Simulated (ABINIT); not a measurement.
# MgInCl3 (Pm-3m): third-order response

Aim: Raman and infrared lines of MgInCl3 (Pm-3m).

Calculated with ABINIT 10.8.3; DFT LDA, scalar-relativistic, plane waves, HGH norm-conserving pseudopotentials.

The structure was built from a prototype and need not be the compound's stable phase.

**1. Set-up**

The structure is cubic, space group Pm-3m (No. 221). The conventional cell has a = 4.959 Å, b = 4.959 Å, c = 4.959 Å, α = 90.00°, β = 90.00°, γ = 90.00°. Nearest to In lie 12 Cl at 3.51 Å. Nearest to Mg lie 6 Cl at 2.48 Å. Cl has 2 Mg at 2.48 Å nearest. Farther neighbours and most contacts between anions are not listed.

**2. A probe with smearing**

A first run with smearing and empty bands tells whether the crystal has a gap, which decides between fixed occupations and smearing later on.

The input, probe.abi:

```
# ground state
tolvrs 1.0d-08
prtden 1
prtwf 1

# basis, mesh and filling
ecut 30.0
ixc 7
ngkpt 4 4 4
nshiftk 1
shiftk 0.0 0.0 0.0
istwfk *1
occopt 7
tsmear 0.005
nband 20
nstep 100
diemac 9.0
prtebands 0
prtgsr 0

# cell and atoms
acell 3*1.0 Angstrom
rprim 
    4.9588 0.0 0.0
    0.0 4.9588 0.0
    0.0 0.0 4.9588
ntypat 3
znucl 49 12 17
natom 5
typat 1 2 3 3 3
xred 
    0.0 0.0 0.0
    0.5 0.5 0.5
    0.5 0.5 0.0
    0.5 0.0 0.5
    0.0 0.5 0.5
pp_dirpath "./pseudo"
pseudos "In.hgh, Mg.hgh, Cl.hgh"
```

Command:

```sh
> OMP_NUM_THREADS=1 mpirun -n 4 abinit probe.abi > probe.log
```

Numbers of over 12 decimals in the logs are rounded to 6 here.

probe.abo, the main output file:

```text
[banners, grids, parts of the stress and lines that vanish by symmetry left out]
- input  file    -> probe.abi
- output file    -> probe.abo
- root for input  files -> probei
[...]
Symmetries : space group Pm -3 m (#221); Bravais cP (primitive cubic)
[...]
mpw =        6488          nfft =      110592          nkpt =          10
[...]
== DATASET  1 ==================================================================
[...]
cutoff_energies: {ecut:  30.0, pawecutdg:  -1.0, }
[...]
Exchange-correlation functional for the present dataset will be:
  LDA: Perdew-Wang 92 LSD fit to Ceperley-Alder data - ixc=7
[...]
ETOT  1  -48.047327131939    -4.805E+01 2.904E-02 3.527E+02
 ETOT  2  -48.144561465950    -9.723E-02 4.549E-03 5.948E+01
 ETOT  3  -48.160797668947    -1.624E-02 1.625E-03 9.661E-01
 ETOT  4  -48.161010198195    -2.125E-04 4.703E-04 2.619E-02
 ETOT  5  -48.161013337902    -3.140E-06 1.852E-04 1.672E-04
 ETOT  6  -48.161013352592    -1.469E-08 1.649E-04 3.740E-06
 ETOT  7  -48.161013352863    -2.707E-10 9.029E-05 1.608E-07
 ETOT  8  -48.161013352872    -9.358E-12 8.186E-05 6.157E-09
 At SCF step    8       vres2   =  6.16E-09 < tolvrs=  1.00E-08 =>converged.
[...]
sigma(1 1)=  1.14985961E-04  sigma(3 2)=  0.00000000E+00
  sigma(2 2)=  1.14985961E-04  sigma(3 1)=  0.00000000E+00
  sigma(3 3)=  1.14985961E-04  sigma(2 1)=  0.00000000E+00
[...]
convergence: {deltae: -9.358E-12, res2:  6.157E-09, residm:  8.186E-05, diffor: null, }
etotal    :  -4.81610134E+01
[...]
sigma(1 1)=  1.14985961E-04  sigma(3 2)=  0.00000000E+00
  sigma(2 2)=  1.14985961E-04  sigma(3 1)=  0.00000000E+00
  sigma(3 3)=  1.14985961E-04  sigma(2 1)=  0.00000000E+00
[...]
- sigma(1 1)=  3.38300376E+00  sigma(3 2)=  0.00000000E+00
- sigma(2 2)=  3.38300376E+00  sigma(3 1)=  0.00000000E+00
- sigma(3 3)=  3.38300376E+00  sigma(2 1)=  0.00000000E+00
[...]
fcart     -0.0000000000E+00 -0.0000000000E+00 -0.0000000000E+00
           strten      1.1498596078E-04  1.1498596078E-04  1.1498596078E-04
================================================================================

[key lines of the parts left out:]
pressure_GPa:  -3.3830E+00
```

Run time: 8.2 s. Hardware: 4 MPI ranks of Arm Neoverse V2, shared host.

Read from the output:

```yaml
volume_per_atom: 24.39 Å³
pressure: -3.383 GPa
gap_on_the_k_mesh: 3.303 eV
```

A gap of 3.3 eV opens on this mesh, so the crystal is taken as an insulator; the printed pressure holds the stress of the finite basis too.

**3. Rough relaxation**

The typed start is rough, so a first relaxation with smearing and loose thresholds takes it towards rest cheaply.

The input, prerelax.abi:

```
# relaxation
ionmov 2
optcell 2
dilatmx 1.15
chkdilatmx 0
ntime 40
tolmxf 3.0d-04
tolvrs 1.0d-10
prtwf 0
prtden 0
chksymtnons 0

# basis, mesh and filling
ecut 31.0
ecutsm 3.0
ixc 7
ngkpt 4 4 4
nshiftk 1
shiftk 0.0 0.0 0.0
istwfk *1
occopt 7
tsmear 0.005
nband 20
nstep 100
diemac 9.0
prtebands 0
prtgsr 0

# cell and atoms
acell 3*1.0 Angstrom
rprim 
    4.9588 0.0 0.0
    0.0 4.9588 0.0
    0.0 0.0 4.9588
ntypat 3
znucl 49 12 17
natom 5
typat 1 2 3 3 3
xred 
    0.0 0.0 0.0
    0.5 0.5 0.5
    0.5 0.5 0.0
    0.5 0.0 0.5
    0.0 0.5 0.5
pp_dirpath "./pseudo"
pseudos "In.hgh, Mg.hgh, Cl.hgh"
```

Command:

```sh
> OMP_NUM_THREADS=1 mpirun -n 4 abinit prerelax.abi > prerelax.log
```

prerelax.abo, the main output file:

```text
[banners, grids, parts of the stress and lines that vanish by symmetry left out]
- input  file    -> prerelax.abi
- output file    -> prerelax.abo
- root for input  files -> prerelaxi
[...]
Symmetries : space group Pm -3 m (#221); Bravais cP (primitive cubic)
[...]
mpw =       10395          nfft =      216000          nkpt =          10
[...]
== DATASET  1 ==================================================================
[...]
cutoff_energies: {ecut:  31.0, pawecutdg:  -1.0, }
[...]
Exchange-correlation functional for the present dataset will be:
  LDA: Perdew-Wang 92 LSD fit to Ceperley-Alder data - ixc=7
[...]
ETOT  1  -48.045981745067    -4.805E+01 2.113E-02 6.970E+02
 ETOT  2  -48.143670876140    -9.769E-02 7.495E-03 1.209E+02
 ETOT  3  -48.160398271635    -1.673E-02 1.513E-03 1.812E+00
 ETOT  4  -48.160600984181    -2.027E-04 4.016E-04 5.693E-02
[...]
ETOT  8  -48.163531317825    -4.590E-12 1.712E-09 2.367E-11
 At SCF step    8       vres2   =  2.37E-11 < tolvrs=  1.00E-10 =>converged.
[...]
sigma(1 1)=  1.06725715E-06  sigma(3 2)=  0.00000000E+00
  sigma(2 2)=  1.06725715E-06  sigma(3 1)=  0.00000000E+00
  sigma(3 3)=  1.06725715E-06  sigma(2 1)=  0.00000000E+00
[...]
convergence: {deltae: -4.590E-12, res2:  2.367E-11, residm:  1.712E-09, diffor: null, }
etotal    :  -4.81635313E+01
[...]
At Broyd/MD step   4, gradients are converged :
[...]
sigma(1 1)=  1.06725715E-06  sigma(3 2)=  0.00000000E+00
  sigma(2 2)=  1.06725715E-06  sigma(3 1)=  0.00000000E+00
  sigma(3 3)=  1.06725715E-06  sigma(2 1)=  0.00000000E+00
[...]
- sigma(1 1)=  3.13997894E-02  sigma(3 2)=  0.00000000E+00
- sigma(2 2)=  3.13997894E-02  sigma(3 1)=  0.00000000E+00
- sigma(3 3)=  3.13997894E-02  sigma(2 1)=  0.00000000E+00
[...]
fcart     -0.0000000000E+00 -0.0000000000E+00 -0.0000000000E+00
           strten      1.0672571489E-06  1.0672571489E-06  1.0672571489E-06
================================================================================

[key lines of the parts left out:]
pressure_GPa:  -3.1400E-02
Total energy (etotal) [Ha]= -4.81635313178251E+01
```

Run time: 64 s. Hardware: 4 MPI ranks; 4.3 min of CPU time.

Relaxation path:

```tsv
step	energy less that of the first step (eV)	largest force (eV/Å)	volume (Å³)
1	0.0000	0.0000	121.94
2	-0.0157	0.0000	120.95
3	-0.0787	0.0000	112.10
4	-0.0796	0.0000	113.08
```

```tsv
conventional cell, symmetrised	before	after	change
a (Å)	4.959	4.836	-2.5 %
b (Å)	4.959	4.836	-2.5 %
c (Å)	4.959	4.836	-2.5 %
volume (Å³/atom)	24.39	22.62	-7.3 %
```

The relaxed structure:

```xyz
5
Lattice="4.8357 0.0000 0.0000 0.0000 4.8357 0.0000 0.0000 0.0000 4.8357" Properties=species:S:1:pos:R:3 pbc="T T T"
In    0.0000    0.0000    0.0000
Mg    2.4178    2.4178    2.4178
Cl    2.4178    2.4178    0.0000
Cl    2.4178    0.0000    2.4178
Cl    0.0000    2.4178    2.4178
```

Read from the output:

```yaml
volume_per_atom: 22.62 Å³
pressure: -0.03140 GPa
gap_on_the_k_mesh: 3.120 eV
```

The volume changes by -7.3 % in this run and stands -7.3 % from the first cell.

**4. Relaxing the cell and atoms**

The harmonic expansion needs vanishing forces, and a free crystal bears no stress, so cell and atoms are brought to rest. Stress is more sensitive to the basis than forces are: the last 3 Ha under the cutoff are smoothed with ecutsm, and the cutoff is raised above that of the later runs.

The input, relax.abi:

```
# relaxation
ionmov 2
optcell 2
dilatmx 1.08
ntime 40
tolmxf 1.0d-05
tolvrs 1.0d-14
prtwf 0
prtden 0
chksymtnons 0

# basis, mesh and filling
ecut 38.0
ecutsm 3.0
ixc 7
ngkpt 4 4 4
nshiftk 1
shiftk 0.0 0.0 0.0
istwfk *1
occopt 1
nband 13
nstep 100
diemac 9.0
prtebands 0
prtgsr 0

# cell and atoms
acell 3*1.0 Angstrom
rprim 
    4.835674911 0.0 0.0
    0.0 4.835674911 0.0
    0.0 0.0 4.835674911
ntypat 3
znucl 49 12 17
natom 5
typat 1 2 3 3 3
xred 
    0.0 0.0 0.0
    0.5 0.5 0.5
    0.5 0.5 0.0
    0.5 0.0 0.5
    0.0 0.5 0.5
pp_dirpath "./pseudo"
pseudos "In.hgh, Mg.hgh, Cl.hgh"
```

Command:

```sh
> OMP_NUM_THREADS=1 mpirun -n 4 abinit relax.abi > relax.log
```

relax.abo, the main output file:

```text
[banners, grids, parts of the stress and lines that vanish by symmetry left out]
- input  file    -> relax.abi
- output file    -> relax.abo
- root for input  files -> relaxi
[...]
Symmetries : space group Pm -3 m (#221); Bravais cP (primitive cubic)
[...]
mpw =       10827          nfft =      216000          nkpt =          10
[...]
== DATASET  1 ==================================================================
[...]
cutoff_energies: {ecut:  38.0, pawecutdg:  -1.0, }
[...]
Exchange-correlation functional for the present dataset will be:
  LDA: Perdew-Wang 92 LSD fit to Ceperley-Alder data - ixc=7
[...]
ETOT  1  -48.009372046233    -4.801E+01 1.129E-01 5.545E+02
 ETOT  2  -48.160864068842    -1.515E-01 1.953E-05 4.914E+01
 ETOT  3  -48.167800201235    -6.936E-03 6.814E-05 3.284E+00
 ETOT  4  -48.168086939124    -2.867E-04 4.494E-06 5.053E-02
 ETOT  5  -48.168090333686    -3.395E-06 2.982E-08 2.206E-03
[...]
At SCF step   11       vres2   =  7.86E-15 < tolvrs=  1.00E-14 =>converged.
[...]
sigma(1 1)=  1.23543386E-06  sigma(3 2)=  0.00000000E+00
  sigma(2 2)=  1.23543386E-06  sigma(3 1)=  0.00000000E+00
  sigma(3 3)=  1.23543386E-06  sigma(2 1)=  0.00000000E+00
[...]
convergence: {deltae:  3.588E-12, res2:  7.855E-15, residm:  1.049E-18, diffor: null, }
etotal    :  -4.81680904E+01
[...]
ETOT  1  -48.168090420713    -4.817E+01 1.782E-10 1.407E-03
[...]
At SCF step    8       vres2   =  3.36E-15 < tolvrs=  1.00E-14 =>converged.
[...]
sigma(1 1)=  1.07915080E-06  sigma(3 2)=  0.00000000E+00
  sigma(2 2)=  1.07915080E-06  sigma(3 1)=  0.00000000E+00
  sigma(3 3)=  1.07915080E-06  sigma(2 1)=  0.00000000E+00
[...]
convergence: {deltae: -1.364E-12, res2:  3.362E-15, residm:  1.424E-19, diffor: null, }
etotal    :  -4.81680905E+01
[...]
ETOT  1  -48.168086557918    -4.817E+01 4.150E-08 6.687E-02
[...]
ETOT  8  -48.168090826333     1.805E-12 5.405E-18 1.557E-13
 ETOT  9  -48.168090826337    -3.382E-12 7.570E-20 1.786E-15
 At SCF step    9       vres2   =  1.79E-15 < tolvrs=  1.00E-14 =>converged.
[...]
sigma(1 1)= -8.84796962E-10  sigma(3 2)=  0.00000000E+00
  sigma(2 2)= -8.84796962E-10  sigma(3 1)=  0.00000000E+00
  sigma(3 3)= -8.84796962E-10  sigma(2 1)=  0.00000000E+00
[...]
convergence: {deltae: -3.382E-12, res2:  1.786E-15, residm:  7.570E-20, diffor: null, }
etotal    :  -4.81680908E+01
[...]
At Broyd/MD step   3, gradients are converged :
[...]
sigma(1 1)= -8.84796962E-10  sigma(3 2)=  0.00000000E+00
  sigma(2 2)= -8.84796962E-10  sigma(3 1)=  0.00000000E+00
  sigma(3 3)= -8.84796962E-10  sigma(2 1)=  0.00000000E+00
[...]
- sigma(1 1)= -2.60316254E-05  sigma(3 2)=  0.00000000E+00
- sigma(2 2)= -2.60316254E-05  sigma(3 1)=  0.00000000E+00
- sigma(3 3)= -2.60316254E-05  sigma(2 1)=  0.00000000E+00
[...]
fcart     -0.0000000000E+00 -0.0000000000E+00 -0.0000000000E+00
           strten     -8.8479696248E-10 -8.8479696210E-10 -8.8479696166E-10
================================================================================

[key lines of the parts left out:]
pressure_GPa:   2.6032E-05
Total energy (etotal) [Ha]= -4.81680908263366E+01
```

It took 33 s on 4 MPI ranks.

Little changed from the start: no atom moved by 0.005 Å and no cell edge by 0.1 %.

Numbers from this step:

| Property | Result |
| --- | --- |
| volume per atom | 22.60 Å³ |
| pressure | 2.60e-5 GPa |

The volume changes by -0.1 % in this run and stands -7.3 % from the first cell.

**5. Ground state**

The response is built on these wavefunctions, so the potential is converged far more tightly than an energy would need. The mesh is shifted off Γ, since shifted meshes converge sums over the zone faster.

The input, gs.abi:

```
# ground state
tolvrs 1.0d-16
prtden 1
prtwf 1

# basis, mesh and filling
ecut 30.0
ixc 7
ngkpt 4 4 4
nshiftk 1
shiftk 0.5 0.5 0.5
istwfk *1
occopt 1
nband 13
nstep 100
diemac 9.0
prtebands 0
prtgsr 0

# cell and atoms
acell 3*1.0 Angstrom
rprim 
    4.834259211 0.0 0.0
    0.0 4.834259211 0.0
    0.0 0.0 4.834259211
ntypat 3
znucl 49 12 17
natom 5
typat 1 2 3 3 3
xred 
    0.0 0.0 0.0
    0.5 0.5 0.5
    0.5 0.5 0.0
    0.5 0.0 0.5
    0.0 0.5 0.5
pp_dirpath "./pseudo"
pseudos "In.hgh, Mg.hgh, Cl.hgh"
```

Command:

```sh
> OMP_NUM_THREADS=1 mpirun -n 4 abinit gs.abi > gs.log
```

gs.abo, the main output file:

```text
[banners, grids, parts of the stress and lines that vanish by symmetry left out]
- input  file    -> gs.abi
- output file    -> gs.abo
- root for input  files -> gsi
[...]
Symmetries : space group Pm -3 m (#221); Bravais cP (primitive cubic)
[...]
mpw =        5998          nfft =      110592          nkpt =           4
[...]
== DATASET  1 ==================================================================
[...]
cutoff_energies: {ecut:  30.0, pawecutdg:  -1.0, }
[...]
Exchange-correlation functional for the present dataset will be:
  LDA: Perdew-Wang 92 LSD fit to Ceperley-Alder data - ixc=7
[...]
ETOT  1  -47.973696515932    -4.797E+01 6.741E-02 2.937E+02
 ETOT  2  -48.155984289261    -1.823E-01 5.052E-06 2.906E+01
 ETOT  3  -48.163752021053    -7.768E-03 7.130E-05 1.352E+00
 ETOT  4  -48.164007591205    -2.556E-04 3.157E-06 2.452E-02
 ETOT  5  -48.164011171813    -3.581E-06 5.831E-08 6.051E-04
[...]
ETOT 12  -48.164011214492    -2.416E-12 3.041E-21 7.158E-16
 ETOT 13  -48.164011214491     8.740E-13 3.212E-21 1.447E-17
 At SCF step   13       vres2   =  1.45E-17 < tolvrs=  1.00E-16 =>converged.
[...]
sigma(1 1)=  2.66746955E-05  sigma(3 2)=  0.00000000E+00
  sigma(2 2)=  2.66746955E-05  sigma(3 1)=  0.00000000E+00
  sigma(3 3)=  2.66746955E-05  sigma(2 1)=  0.00000000E+00
[...]
convergence: {deltae:  8.740E-13, res2:  1.447E-17, residm:  3.212E-21, diffor: null, }
etotal    :  -4.81640112E+01
[...]
sigma(1 1)=  2.66746955E-05  sigma(3 2)=  0.00000000E+00
  sigma(2 2)=  2.66746955E-05  sigma(3 1)=  0.00000000E+00
  sigma(3 3)=  2.66746955E-05  sigma(2 1)=  0.00000000E+00
[...]
- sigma(1 1)=  7.84796636E-01  sigma(3 2)=  0.00000000E+00
- sigma(2 2)=  7.84796636E-01  sigma(3 1)=  0.00000000E+00
- sigma(3 3)=  7.84796636E-01  sigma(2 1)=  0.00000000E+00
[...]
fcart     -0.0000000000E+00 -0.0000000000E+00 -0.0000000000E+00
           strten      2.6674695486E-05  2.6674695486E-05  2.6674695486E-05
================================================================================

[key lines of the parts left out:]
pressure_GPa:  -7.8480E-01
```

Run time: 3.2 s. Hardware: 4 MPI ranks.

Numbers from this step:

```
pressure : -0.7848 GPa
```

The cell stands at -0.78 GPa: the relaxation ran with a smoothed and higher cutoff and on another k mesh.

**6. The gap at rest**

Empty bands on the ground state's density check that the gap assumed so far is there in this cell.

The input, gap.abi:

```
# empty bands on the ground state's density
iscf -2
getden_filepath "gso_DEN"
tolwfr 1.0d-12
nbdbuf 2
prtwf 0

# basis, mesh and filling
ecut 30.0
ixc 7
ngkpt 4 4 4
nshiftk 1
shiftk 0.0 0.0 0.0
istwfk *1
occopt 1
nband 17
nstep 100
diemac 9.0
prtebands 0
prtgsr 0

# cell and atoms
acell 3*1.0 Angstrom
rprim 
    4.834259211 0.0 0.0
    0.0 4.834259211 0.0
    0.0 0.0 4.834259211
ntypat 3
znucl 49 12 17
natom 5
typat 1 2 3 3 3
xred 
    0.0 0.0 0.0
    0.5 0.5 0.5
    0.5 0.5 0.0
    0.5 0.0 0.5
    0.0 0.5 0.5
pp_dirpath "./pseudo"
pseudos "In.hgh, Mg.hgh, Cl.hgh"
```

Command:

```sh
> OMP_NUM_THREADS=1 mpirun -n 4 abinit gap.abi > gap.log
```

gap.abo, the main output file:

```text
[banners, grids, parts of the stress and lines that vanish by symmetry left out]
- input  file    -> gap.abi
- output file    -> gap.abo
- root for input  files -> gapi
[...]
Symmetries : space group Pm -3 m (#221); Bravais cP (primitive cubic)
[...]
mpw =        6031          nfft =      110592          nkpt =          10
[...]
== DATASET  1 ==================================================================
[...]
cutoff_energies: {ecut:  30.0, pawecutdg:  -1.0, }
[...]
Exchange-correlation functional for the present dataset will be:
  LDA: Perdew-Wang 92 LSD fit to Ceperley-Alder data - ixc=7
[...]
-outvars: echo values of variables after computation
            acell      1.8897261259E+00  1.8897261259E+00  1.8897261259E+00 Bohr
================================================================================
```

Wall time 4.9 s (4 MPI ranks); 19 s of CPU time.

This step gave:

| Property | Result |
| --- | --- |
| gap on the k-mesh | 3.118 eV |

In this cell the gap on the mesh is 3.1 eV, direct, so fixed occupations hold.

[end of part 1 of 2]

[Host names and launcher messages were left out of these logs when they were recorded.]

[Logs are printed without paths, hosts, clocks, repeated set-up lines and the standing remarks that a program may print on its own settings, such as how far it seeks lower states.]

[Hosts, paths, dates, database ids (printed as entryN), source tags and the programs' standing remarks are cut or masked in the printed files.]
